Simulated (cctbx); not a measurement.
**Resonant diffraction in MoOs3**

Space group R-3m (no. 166), a = 2.7100 Å, b = 2.7100 Å, c = 27.1000 Å, α = 90.00°, β = 90.00°, γ = 120.00°.

| atom | mult. | x | y | z | Ueq (Å²) |
| --- | --- | --- | --- | --- | --- |
| Os1 | 6 | 0 | 0 | 0.7496 | 0.0146 |
| Os2 | 3 | 2/3 | 1/3 | 5/6 | 0.0087 |
| Mo1 | 3 | 0 | 0 | 0 | 0.0101 |

The model is made up (kin elements in a known structure type, no relaxation), so it says nothing on whether the phase exists.

Calculated with cctbx: free-atom f′ and f″ from the Sasaki tables, no fine structure; amplitudes in electrons.

```
E (eV)  F 0 2 1  F 0 1 2  F 2 0 2  F 1 0 4
 10271     43.9     61.0     34.8    551.4
 10621     39.4     56.1     30.7    535.9
 10751     35.7     52.2     27.3    523.6
 10811     32.2     48.3     24.1    511.8
 10841     28.7     44.5     20.9    500.0
 10856     25.2     40.7     17.7    488.4
 10863     22.1     37.3     15.0    478.1
 10867     18.9     33.8     12.1    467.2
 10875     27.9     39.7     22.4    469.6
 10879     30.5     43.4     24.3    483.0
 10886     33.0     46.6     26.2    494.4
 10901     35.9     50.2     28.6    506.7
 10931     38.9     53.7     31.1    518.7
 11021     42.6     58.2     34.3    533.5
 11271     47.0     63.3     38.1    550.1
```

**Question.** Which edge is crossed, and why do the reflections move as they do?

The L3 edge of Os. The edge is at 10871 eV. f′ of Os falls from -12.1 e at 10751 eV to -18.6 e at 4 eV below it, and f″ steps from 3.84 to 10.20 e across it. Over that approach |F| changes by -47 % (0 2 1), -35 % (0 1 2), -56 % (2 0 2) and -11 % (1 0 4): a reflection falls where Os scatters in phase with the total and rises where it scatters against it; it hardly moves where the Os term is small or cancels by symmetry. Above the edge the larger f″ enters the imaginary part, where it can add to or cancel the other atoms' f″. The structure is centrosymmetric, so Friedel mates stay equal.

[Logs are printed without paths, hosts, clocks, repeated set-up lines and the standing remarks that a program may print on its own settings, such as how far it seeks lower states.]
